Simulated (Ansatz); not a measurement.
# Be4Bi2O (built on the sites of a database entry of Ca4Bi2O): following an unstable mode

Which phase does Be4Bi2O (built on the sites of a database entry of Ca4Bi2O) fall into along its unstable mode, and how much energy does it gain?

Program: Ansatz 0.2.0. Level of theory: DFT PBEsol, scalar-relativistic, plane waves, PAW. Results are calculated unless marked as measured.

The structure was built from a prototype and need not be the compound's stable phase.

## (1) The starting structure

The structure is tetragonal, space group I4/mmm (No. 139). The conventional cell has a = 4.151 Å, b = 4.151 Å, c = 11.965 Å, α = 90.00°, β = 90.00°, γ = 90.00°. Nearest to Be lie 1 O at 1.56 Å. Nearest to Be lie 2 O at 2.08 Å. Bi has 1 Be at 2.60 Å nearest. Nearest to O lie 2 Be at 1.56 Å. Farther neighbours and most contacts between anions are not listed.

## (2) Phonons on a q mesh

The cell comes from relaxations at this level that are not shown. Stability and thermal properties need the whole zone. Linear response on a 2×2×2 q mesh gives force constants as far as a supercell of that size would.

File input.yaml:

```yaml
crystal:
  lattice:
    - [-2.0757496891, 2.0757496891, 5.9826857501]
    - [2.0757496891, -2.0757496891, 5.9826857501]
    - [2.0757496891, 2.0757496891, -5.9826857501]
  atoms:
    - { symbol: Be, position: [0.3699222426, 0.3699222426, 0.0] }
    - { symbol: Be, position: [0.5, 0.0, 0.5] }
    - { symbol: Be, position: [0.6300777574, 0.6300777574, 0.0] }
    - { symbol: Be, position: [0.0, 0.5, 0.5] }
    - { symbol: Bi, position: [0.1523523208, 0.1523523208, 0.0] }
    - { symbol: Bi, position: [0.8476476792, 0.8476476792, 0.0] }
    - { symbol: O, position: [0.5, 0.5, 0.0] }
kpoints:
  mp_grid: { grid: [12, 12, 12] }
hamiltonian:
  xc: pbesol
scf:
  occupations: { method: methfessel_paxton, width: 0.2 }
output:
  eigenvalues: true
phonons:
  method: dfpt
  qmesh: [2, 2, 2]
  temperatures: { t_max: 1000, t_step: 50 }
  qpath:
    path:
      - [[0.0, 0.0, 0.0], [0.0, 0.0, 0.5], [0.25, 0.25, 0.25], [0.0, 0.5, 0.0], [0.0, 0.0, 0.0], [0.5, 0.5, -0.5], [0.28009522, 0.71990478, -0.28009522]]
      - [[-0.28009522, 0.28009522, 0.28009522], [0.0, 0.0, 0.0]]
      - [[0.0, 0.0, 0.5], [-0.06019045, 0.06019045, 0.5]]
      - [[0.5, 0.5, -0.06019045], [0.5, 0.5, -0.5]]
    npoints: 10
```

Launch:

```sh
$ ansatz run input.yaml --threads 8 --pin off --max-ram 14336MiB --backend cpu --events-out ev --progress --plain --runs-dir out
```

Numbers of over 12 decimals in the logs are rounded to 6 here.

The program printed:

```text
Warning: phonons: the dynamical matrix that this run interpolates holds no multipole term above the dipole-dipole one, and a site of this crystal is no centre of inversion, so its interpolated transverse optical and acoustic branches and sound speeds can stay off near Gamma, and the density of states and the thermodynamics with them. What a run solves at a wave vector of phonons.qpoints, Gamma apart, where the deck admits one, is free of this, and under fd what a larger phonons.supercell samples
Engine: ansatz 0.2.0, x86_64-unknown-linux-gnu
Pseudopotentials: kind: paw
Pseudopotential: Be, paw, valence charge 2, recommended cutoff 420 eV (normal), Be.paw.azcp
Pseudopotential: Bi, paw, valence charge 15, recommended cutoff 420 eV (normal), Bi.paw.azcp
Pseudopotential: O, paw, valence charge 6, recommended cutoff 420 eV (normal), O.paw.azcp
Functional definition: PBEsol
  exchange = pbesol_x
  correlation = pbesol_c
Crystal: 7 atoms, lattice volume = 103.111 Å³
Basis set: ecut = 420 eV, 2007 PW (Γ), exchange–correlation on 90×90×90 points (8 copies of the dense FFT grid, shifted against one another)
Bands: 29, of which v1, the nominal top of the filled ones, is band 22 counted from 1 (21 counted from 0)
Symmetry: 16 space group operations
k-points: 163 of 1728
Non-local potential: Be, projectors of the file, l = 0: 2, l = 1: 2, l = 2: 1
Non-local potential: Bi, projectors of the file, l = 0: 2, l = 1: 2, l = 2: 2, l = 3: 2
Non-local potential: O, projectors of the file, l = 0: 2, l = 1: 2, l = 2: 1
PAW form: soft (Blöchl's): semilocal exchange-correlation on the pseudo side does not see the compensation charge
PAW frozen core: Be, regenerated for the run's functional, and the local potential with it (the file was generated under x = pbe(κ = 0.804, μ = 0.219515), c = pbe(β = 0.066725))
PAW frozen core: Bi, regenerated for the run's functional, and the local potential with it (the file was generated under x = pbe(κ = 0.804, μ = 0.219515), c = pbe(β = 0.066725))
PAW frozen core: O, regenerated for the run's functional, and the local potential with it (the file was generated under x = pbe(κ = 0.804, μ = 0.219515), c = pbe(β = 0.066725))
PAW one-centre angular grid: Be, 110 points (default); XC on 64 Gauss nodes
PAW one-centre angular grid: Bi, 590 points (default); XC on 64 Gauss nodes
PAW one-centre angular grid: O, 110 points (default); XC on 64 Gauss nodes
Initial density: superposition of atomic densities (neutral atoms: chi_scale 0, normalization atom), corrected by the library's trained network
Initial wavefunctions: pseudopotential atomic-orbital guess
Functional: x = pbesol(κ = 0.804, μ = 0.123457), c = pbesol(β = 0.046)
SCF iter   1: F=—  HF=-25404.267266 eV  |F-HF|=—  |Δ(HF+E_count)|=         —  Δρ=9.23e-3  dr2=1.18e-1  ethr=1.77e-3  ⟨swp⟩=7.1  Hψ=24562  notcnv=0
preconditioner: auto → Kerker (q_TF=auto, 2.367 Å⁻¹)  [metal: Δε(μ)=0.007 eV  Ē_g=17.084 eV  σ=0.200 eV  W_gap=0.03  n_scr=24 (ndim 8)  ℏωp=24.3 eV  f_vac=0.000  D(μ)=0.90/eV (n_scr^D=2)]
SCF iter   2: F=—  HF=-25404.238018 eV  |F-HF|=—  |Δ(HF+E_count)|=   2.92e-2  S|Δr|=    0.00e0  Δρ=3.51e-3  dr2=2.36e-2  ethr=2.69e-4  ⟨swp⟩=2.1  Hψ=6994  notcnv=0
SCF iter   3: F=—  HF=-25404.232813 eV  |F-HF|=—  |Δ(HF+E_count)|=   5.21e-3  S|Δr|=    0.00e0  Δρ=1.77e-3  dr2=7.24e-3  ethr=5.36e-5  ⟨swp⟩=1.5  Hψ=5243  notcnv=0
SCF iter   4: F=—  HF=-25404.230675 eV  |F-HF|=—  |Δ(HF+E_count)|=   2.14e-3  S|Δr|=    0.00e0  Δρ=3.61e-4  dr2=1.42e-4  ethr=1.64e-5  ⟨swp⟩=2.5  Hψ=7045  notcnv=0
SCF iter   5: F=—  HF=-25404.230638 eV  |F-HF|=—  |Δ(HF+E_count)|=   3.67e-5  S|Δr|=    0.00e0  Δρ=8.60e-5  dr2=1.23e-5  ethr=3.23e-7  ⟨swp⟩=2.6  Hψ=8104  notcnv=0
SCF iter   6: F=—  HF=-25404.230645 eV  |F-HF|=—  |Δ(HF+E_count)|=   7.34e-6  S|Δr|=    0.00e0  Δρ=3.48e-5  dr2=2.20e-6  ethr=2.79e-8  ⟨swp⟩=2.8  Hψ=8313  notcnv=0
SCF iter   7: F=—  HF=-25404.230671 eV  |F-HF|=—  |Δ(HF+E_count)|=   2.60e-5  S|Δr|=    0.00e0  Δρ=7.66e-6  dr2=1.36e-7  ethr=4.99e-9  ⟨swp⟩=2.4  Hψ=6061  notcnv=0
SCF iter   8: F=—  HF=-25404.230671 eV  |F-HF|=—  |Δ(HF+E_count)|=   2.67e-9  S|Δr|=    0.00e0  Δρ=2.36e-6  dr2=1.08e-8  ethr=3.08e-10  ⟨swp⟩=2.0  Hψ=5454  notcnv=0
SCF iter   9: F=—  HF=-25404.230671 eV  |F-HF|=—  |Δ(HF+E_count)|=  4.58e-10  S|Δr|=    0.00e0  Δρ=7.00e-7  dr2=5.29e-10  ethr=2.45e-11  ⟨swp⟩=2.1  Hψ=6554  notcnv=0
SCF iter  10: F=—  HF=-25404.230671 eV  |F-HF|=—  |Δ(HF+E_count)|=  5.09e-11  S|Δr|=    0.00e0  Δρ=1.54e-7  dr2=3.25e-11  ethr=1.20e-12  ⟨swp⟩=2.1  Hψ=8003  notcnv=0
[...]
SCF 1 converged in 11 iterations: F = -25404.230671 eV  dr2 = 3.76e-12
  greatest PAW one-centre occupation: 0.987 electrons in one spin orbital (limit 2), on the Bi atom at site 5 (counted from 0), in its partial waves of l = 2
Initial density: read from a saved state, or passed on in memory by an earlier SCF of this step, an earlier step, the calling program or the single point that the run made first
[...]
SCF iter   1: F=—  HF=-25404.230643 eV  |F-HF|=—  |Δ(HF+E_count)|=         —  Δρ=3.69e-6  dr2=7.57e-9  ethr=9.97e-7  ⟨swp⟩=3.2  Hψ=36425  notcnv=0
eigensolver tolerance schedule: the retry pair's looser diagonalisation over-reported the residual by 57918.08 of it (diagonalisation noise at an unbounded share of the residual, at the tolerance the schedule requests for it); recorded, not acted on — ethr = c·dr2/N_el stays at c = 1.0e-1
preconditioner: auto → Kerker (q_TF=auto, 2.367 Å⁻¹)  [metal: Δε(μ)=0.029 eV  Ē_g=17.069 eV  σ=0.200 eV  W_gap=0.12  n_scr=24 (ndim 8)  ℏωp=24.3 eV  f_vac=0.000  D(μ)=0.95/eV (n_scr^D=2)]
SCF iter   2: F=—  HF=-25404.230671 eV  |F-HF|=—  |Δ(HF+E_count)|=   2.83e-5  S|Δr|=    0.00e0  Δρ=2.13e-6  dr2=2.68e-9  ethr=1.72e-11  ⟨swp⟩=3.9  Hψ=13358  notcnv=0
SCF iter   3: F=—  HF=-25404.230671 eV  |F-HF|=—  |Δ(HF+E_count)|=  8.59e-10  S|Δr|=    0.00e0  Δρ=1.36e-6  dr2=1.05e-9  ethr=6.10e-12  ⟨swp⟩=2.0  Hψ=7388  notcnv=0
SCF iter   4: F=—  HF=-25404.230671 eV  |F-HF|=—  |Δ(HF+E_count)|=  3.60e-10  S|Δr|=    0.00e0  Δρ=7.80e-7  dr2=3.38e-10  ethr=2.39e-12  ⟨swp⟩=2.0  Hψ=6921  notcnv=0
SCF iter   5: F=—  HF=-25404.230671 eV  |F-HF|=—  |Δ(HF+E_count)|=  5.09e-11  S|Δr|=    0.00e0  Δρ=5.96e-7  dr2=1.96e-10  ethr=1.00e-12  ⟨swp⟩=1.0  Hψ=4727  notcnv=0
SCF iter   6: F=—  HF=-25404.230671 eV  |F-HF|=—  |Δ(HF+E_count)|=  6.18e-11  S|Δr|=    0.00e0  Δρ=4.67e-7  dr2=1.23e-10  ethr=1.00e-12  ⟨swp⟩=1.0  Hψ=4727  notcnv=0
SCF iter   7: F=—  HF=-25404.230671 eV  |F-HF|=—  |Δ(HF+E_count)|=  7.28e-12  S|Δr|=    0.00e0  Δρ=3.71e-7  dr2=7.67e-11  ethr=1.00e-12  ⟨swp⟩=1.0  Hψ=4727  notcnv=0
SCF iter   8: F=—  HF=-25404.230671 eV  |F-HF|=—  |Δ(HF+E_count)|=  2.91e-11  S|Δr|=    0.00e0  Δρ=2.66e-7  dr2=3.96e-11  ethr=1.00e-12  ⟨swp⟩=1.0  Hψ=4727  notcnv=0
SCF iter   9: F=—  HF=-25404.230671 eV  |F-HF|=—  |Δ(HF+E_count)|=  7.28e-12  S|Δr|=    0.00e0  Δρ=1.52e-7  dr2=1.31e-11  ethr=1.00e-12  ⟨swp⟩=1.0  Hψ=4727  notcnv=0
SCF iter  10: F=-25404.230671 eV  HF=-25404.230671 eV  |F-HF|=3.64e-12  |Δ(HF+E_count)|=  7.28e-12  S|Δr|=    0.00e0  Δρ=4.41e-9  dr2=2.34e-14  ethr=1.00e-12  ⟨swp⟩=3.0  Hψ=9301  notcnv=0
SCF 2 converged in 10 iterations: F = -25404.230671 eV  dr2 = 2.34e-14
phonons: the bands overlap, so this run is a metal and interpolates without the dipole-dipole term. If the crystal is really an insulator or semiconductor, its LO-TO splitting is missing
NSCF: frozen V_eff on 163 k-points
WARN: eigensolver did not converge in 10 slots of this pass, the one above among them; of largest residual over every band (k=48): 1 band(s) unlocked (lowest unlocked band 28, counted from 0; max residual 2.16e-3 eV among the unlocked bands, 2.16e-3 eV over every band); of lowest unlocked band (k=0): band 28
NSCF: frozen V_eff on 280 k-points
DFPT response loops at q = (0, 0, 0) (fractional): preconditioner auto → Kerker (q_TF=auto, 2.367 Å⁻¹) (partly filled bands, converged f_vac=0.000); β = 1.00, the filter's whole step (`scf.mixing.beta` (0.50) is not read by the response loops under this deck's `scf.mixing.preconditioner`; to damp them name `kerker` or `kerker_dos`, under which they read `scf.mixing.beta`, and type it under 1.00, their step now; both keys bind the ground state too); Broyden in place of MSR1
NSCF: frozen V_eff on 952 k-points
DFPT response loops at q = (0, 0, -0.5) (fractional): mixed as the last ones told, above
NSCF: frozen V_eff on 952 k-points
DFPT response loops at q = (0, -0.5, 0) (fractional): mixed as the last ones told, above
NSCF: frozen V_eff on 560 k-points
DFPT response loops at q = (-0.5, -0.5, -0.5) (fractional): mixed as the last ones told, above
SCF converged after 11 iterations
Stability not checked: this state was not tested for a lower state beside it, because cold or Methfessel-Paxton smearing, or corrected tetrahedra, fill the levels in a way that the test cannot read (fill_not_monotonic; see scf.lower_state_search)
Free energy (F): -25404.230671 eV
Harris-Foulkes:  -25404.230671 eV  (|F-HF|=3.64e-12)
Internal energy: -25404.230905 eV  (E = F + TS)
E sigma→0 (E₀):  -25404.230730 eV
Entropy (-TS):   0.000233 eV (0.033 meV/atom)
Fermi energy:    10.861434 eV
--- Per-component energies (eV) ---
  E_band       = -158.366919
  E_kinetic    = 860.072038
  E_local      = -3379.356991  (includes V_loc(G=0)·N_el)
  E_nonlocal   = 1186.678254
  E_hartree    = 1126.341375
  E_xc         = -449.012434
  E_vxc        = -461.963863  (∫ρ·V_xc dr)
  E_paw        = -21401.237544  (= ΣΔE_a)
  E_vpaw       = -616.480675  (= ΣTr[D̂ρ^β])
  E_aug_tail   = 0.001557  (compensation charges beyond the density's cutoff)
  E_ewald      = -3347.970077
  E_core_change = 0.252918  (= ΣΔE_core)
  E_smearing   = 0.000233  (= −TS)
  E_closure    = -0.000000  (closes the sum)
  Σ components = -25404.230671   (vs F -25404.230671, Δ=0.00e0)
--- Band table (eV; the first three rows and the last of 163) ---
  k-point 0: bands = [... 18 lower, 8.3535, 8.4655, 9.8904, 9.8904, 10.7094, 11.5479, 11.8790, 14.5929, ... 3 higher]
  k-point 1: bands = [... 18 lower, 7.9318, 8.9988, 9.4571, 9.4575, 11.3560, 12.3556, 12.4397, 14.1623, ... 3 higher]
  k-point 2: bands = [... 18 lower, 7.1225, 7.7609, 8.9679, 10.7570, 12.4620, 12.7760, 13.5358, 13.6632, ... 3 higher]
  k-point 162: bands = [... 18 lower, 8.5651, 8.5651, 10.2584, 10.2584, 10.5139, 10.6533, 12.4064, 12.9351, ... 3 higher]
--- Phonons (Γ-DFPT): 9 representative perturbations + reference (Σ response iterations 29) ---
  ASR residual: 1.153e-4 → 0.000e0 eV/Å²; symmetrization residual: 3.011e-6 eV/Å²
  ASR residual per site (eV/Å²): 1.64e-5 5.44e-5 1.64e-5 5.44e-5 2.81e-5 2.81e-5 1.15e-4
  Γ frequencies (cm⁻¹): -441.99 -441.99 -225.16 -225.16 -208.36 -208.36 0.00 0.00 0.00 80.62 80.62 122.32 150.96 150.96 238.60 260.84 263.45 263.45 372.60 695.38 934.87
--- Phonons (arbitrary-q DFPT): 4 irreducible q on the 2×2×2 mesh ---
  q = [0.0000, 0.0000, 0.0000] (star 1, of the zone-centre solve; hermiticity 2.12e-7, symmetrization 5.15e-14): -441.99 -441.99 -225.16 -225.16 -208.36 -208.36 -0.00 -0.00 0.00 80.62 80.62 122.32 150.96 150.96 238.60 260.84 263.45 263.45 372.60 695.38 934.87
  q = [0.0000, 0.0000, -0.5000] (star 2, 9 solved perturbations in 3696 linear systems a pass and spin channel, the states on 476 of 1728 k-point pairs; hermiticity 1.57e-7, symmetrization 6.17e-14): -279.57 -238.40 -217.82 -177.12 -159.61 -92.19 -66.53 71.59 75.95 89.04 100.37 110.01 117.66 203.22 238.64 252.41 252.58 252.65 342.52 724.53 938.00
  q = [0.0000, -0.5000, 0.0000] (star 4, 15 solved perturbations on 476 of 1728 k-point pairs; hermiticity 1.98e-7, symmetrization 5.63e-14): -430.71 -179.93 -128.67 -33.33 24.91 50.82 52.23 67.87 70.06 83.85 98.72 106.30 160.93 214.44 217.89 265.41 279.03 369.19 371.81 729.16 921.37
  q = [-0.5000, -0.5000, -0.5000] (star 1, 9 solved perturbations in 2169 linear systems a pass and spin channel, the states on 280 of 1728 k-point pairs; hermiticity 1.99e-7, symmetrization 7.83e-14): -443.10 -443.10 -219.24 -219.24 -208.13 -208.13 48.22 48.22 61.75 61.75 94.93 106.62 175.66 175.66 219.74 234.35 269.68 269.68 405.59 707.55 957.31
  sum rule: each row above includes the acoustic sum rule's correction from the zone centre's row sums; it moved no ω² by more than (1.40 cm⁻¹)²
  mesh force constants: q→R imaginary residual 2.65e-18; ASR residual 1.153e-4 → 0.000e0 eV/Å²; symmetrization residual 1.066e-14 eV/Å²
  interpolated dispersion: 94 rows × 21 modes
  density of states and harmonic sums: on the 16×16×22 q-mesh, interpolated from the force constants of a 2×2×2 supercell (no non-analytic term)
  largest difference from the sums on the solved wave vectors: F 8.61e-2 eV, S 1.25e-4 and C_V 3.87e-5 eV/K
  zero-point energy: 0.239519 eV/cell   skipped modes (ω ≤ 0): 8835, of them read as no rigid motion or as one in doubt: 8832 (6.077e0 modes/cell left out, lowest -443.10 cm⁻¹)   left out of the sums: 2.89e-1 of the cell's modes: C_V's classical limit lies that fraction below 3 k_B per atom; for a crystal, a wire or a layer, F and S can be off by more, and a phonons.interpolated_qmesh denser along its periods is the remedy for the sampling
```

Elapsed: 13 min, on 8 threads of AMD EPYC 7R43, shared host; peak memory 4 GiB.

This step gave:

```
volume per atom                                         : 14.73 Å³
gap on the k-mesh                                       : 0 eV
sum-rule residual before enforcement                    : 1.15e-4 eV/Å²
lowest frequency on the path                            : -443.1 cm⁻¹
point group                                             : 4/mmm
highest frequency on the path or at a solved wavevector : 957.3 cm⁻¹
highest optical mode at the zone centre (no LO-TO term) : 934.9 cm⁻¹
lowest optical zone-centre mode                         : -442.0 cm⁻¹
lowest mode on the q mesh (acoustic modes at Γ apart)   : -443.1 cm⁻¹
```

Frequencies (cm⁻¹) solved at each irreducible wavevector; negative means imaginary. Frequencies by wavevector, by row:

| q in reciprocal lattice units | star | mode 1 | mode 2 | mode 3 | mode 4 | mode 19 | mode 20 | mode 21 |
| --- | --- | --- | --- | --- | --- | --- | --- | --- |
| 0 0 0 | 1 | -442 | -442 | -225.2 | -225.2 | 372.6 | 695.4 | 934.9 |
| 0 0 -0.5 | 2 | -279.6 | -238.4 | -217.8 | -177.1 | 342.5 | 724.5 | 938 |
| 0 -0.5 0 | 4 | -430.7 | -179.9 | -128.7 | -33.3 | 371.8 | 729.2 | 921.4 |
| -0.5 -0.5 -0.5 | 1 | -443.1 | -443.1 | -219.2 | -219.2 | 405.6 | 707.5 | 957.3 |

Interpolated from a 2×2×2 q mesh, rough between the solved points. Phonon branches along the path, in cm⁻¹:

| point | branch 1 | branch 2 | branch 3 | branch 4 | branch 18 | branch 19 | branch 20 | branch 21 |
| --- | --- | --- | --- | --- | --- | --- | --- | --- |
| Γ | -442 | -442 | -225 | -225 | 264 | 373 | 695 | 935 |
| halfway | -383 | -328 | -130 | -110 | 310 | 332 | 718 | 926 |
| X | -280 | -238 | -218 | -177 | 253 | 342 | 724 | 938 |
| halfway | -280 | -236 | -222 | -174 | 253 | 344 | 724 | 938 |
| P | -280 | -229 | -229 | -168 | 253 | 345 | 724 | 938 |
| halfway | -373 | -171 | -153 | -121 | 305 | 346 | 726 | 930 |
| N | -431 | -180 | -129 | -33 | 369 | 372 | 729 | 921 |
| halfway | -436 | -352 | -151 | -133 | 303 | 366 | 712 | 928 |
| Γ | -442 | -442 | -225 | -225 | 264 | 373 | 695 | 935 |
| halfway | -442 | -442 | -222 | -222 | 264 | 390 | 701 | 946 |
| M | -443 | -443 | -219 | -219 | 270 | 406 | 708 | 957 |
| halfway | -438 | -374 | -171 | -170 | 297 | 382 | 717 | 944 |
| S | -431 | -224 | -87 | -76 | 348 | 368 | 729 | 924 |
| jump to S0 | -431 | -224 | -87 | -76 | 348 | 368 | 729 | 924 |
| halfway | -434 | -330 | -131 | -121 | 305 | 364 | 715 | 924 |
| Γ | -442 | -442 | -225 | -225 | 264 | 373 | 695 | 935 |
| jump to X | -280 | -238 | -218 | -177 | 253 | 342 | 724 | 938 |
| halfway | -285 | -238 | -210 | -175 | 258 | 342 | 725 | 938 |
| R | -297 | -239 | -191 | -170 | 266 | 341 | 725 | 937 |
| jump to G′ | -297 | -239 | -191 | -170 | 266 | 341 | 725 | 937 |
| halfway | -392 | -358 | -155 | -142 | 310 | 356 | 721 | 939 |
| M | -443 | -443 | -219 | -219 | 270 | 406 | 708 | 957 |

Symmetry leaves 4 wavevectors to solve. The lowest mode among them, the acoustic zeros apart, lies at q = (-0.5, -0.5, -0.5) and is imaginary, 443.1i cm⁻¹, so the energy falls along it.

## (3) The mode frozen in, largest atomic shift 0 Å

The mode followed lies at q = (-0.5, -0.5, -0.5) with frequency 443.1i cm⁻¹ and is 2-fold degenerate, the softest among the wavevectors solved. At small amplitude the distorted cell has space group no. 59 by a symmetry search on the positions. The undistorted cell that holds it gives the zero of energy on the same k mesh.

System of this step: Be4Bi2O (built on the sites of a database entry of Ca4Bi2O). The structure is tetragonal, space group I4/mmm (No. 139). Conventional cell: a = 4.151 Å, b = 4.151 Å, c = 11.965 Å, α = 90.00°, β = 90.00°, γ = 90.00°. Nearest to Be lie 1 O at 1.56 Å. Nearest to Be lie 2 O at 2.08 Å. Bi has 1 Be at 2.60 Å nearest. Nearest to O lie 2 Be at 1.56 Å. Farther neighbours and most contacts between anions are not listed.

File input.yaml:

```yaml
crystal:
  lattice:
    - [0.0, -4.1514993781, 0.0]
    - [-4.1514993781, 0.0, 0.0]
    - [0.0, 0.0, -11.9653715001]
  atoms:
    - { symbol: Be, position: [0.5, 0.5, 0.1300777574] }
    - { symbol: Be, position: [1.0, 1.0, 0.6300777574] }
    - { symbol: Be, position: [0.5, 0.0, 0.0] }
    - { symbol: Be, position: [0.0, 0.5, 0.5] }
    - { symbol: Be, position: [0.5, 0.5, 0.8699222426] }
    - { symbol: Be, position: [1.0, 1.0, 0.3699222426] }
    - { symbol: Be, position: [0.0, 0.5, 0.0] }
    - { symbol: Be, position: [0.5, 0.0, 0.5] }
    - { symbol: Bi, position: [0.0, 0.0, 0.8476476792] }
    - { symbol: Bi, position: [0.5, 0.5, 0.3476476792] }
    - { symbol: Bi, position: [0.5, 0.5, 0.6523523208] }
    - { symbol: Bi, position: [1.0, 1.0, 0.1523523208] }
    - { symbol: O, position: [0.5, 0.5, 0.0] }
    - { symbol: O, position: [1.0, 1.0, 0.5] }
kpoints:
  mp_grid: { grid: [8, 8, 4] }
hamiltonian:
  xc: pbesol
scf:
  occupations: { method: methfessel_paxton, width: 0.2 }
output:
  forces: true
  stress: true
  eigenvalues: true
```

The program printed:

```text
[...]
Crystal: 14 atoms, lattice volume = 206.223 Å³
Basis set: ecut = 420 eV, 4007 PW (Γ), exchange–correlation on 60×60×160 points (8 copies of the dense FFT grid, shifted against one another)
Bands: 58, of which v1, the nominal top of the filled ones, is band 44 counted from 1 (43 counted from 0)
Symmetry: 32 space group operations
[...]
k-points: 45 of 256
[...]
k-point 0: bands = [... 40 lower, 9.8893, 9.8893, 10.2587, 10.2587, 10.5111, 10.6554, 10.7063, 11.5484, ... 10 higher]
  k-point 1: bands = [... 40 lower, 9.9337, 9.9337, 10.1924, 10.1924, 10.5343, 10.6706, 11.1155, 11.6717, ... 10 higher]
  k-point 2: bands = [... 40 lower, 10.0523, 10.0523, 10.0523, 10.0523, 10.5966, 10.5966, 11.8512, 11.8512, ... 10 higher]
  k-point 44: bands = [... 40 lower, 7.8608, 7.8608, 8.1747, 8.1747, 11.5632, 11.5632, 11.9745, 11.9745, ... 10 higher]
[key lines of the parts left out:]
SCF converged after 8 iterations
Free energy (F): -50808.442293 eV
Fermi energy:    10.869861 eV
P = ⅓ Tr σ = -0.0272 GPa (-0.272 kbar)
```

Run time: 4.7 s. Hardware: 8 threads; peak memory 1.1 GiB; 34 s of CPU time.

Numbers from this step:

| Item | Value |
| --- | --- |
| pressure | -0.02718 GPa |
| energy from the undistorted cell | 0 meV/atom |

The run ends at a pressure of -0.03 GPa, with forces up to 0.0039 eV/Å.

(Continued in part 2 of 2.)

[Logs are printed without paths, hosts, clocks, repeated set-up lines and the standing remarks that a program may print on its own settings, such as how far it seeks lower states.]

[Hosts, paths, dates, database ids (printed as entryN), source tags and the programs' standing remarks are cut or masked in the printed files.]
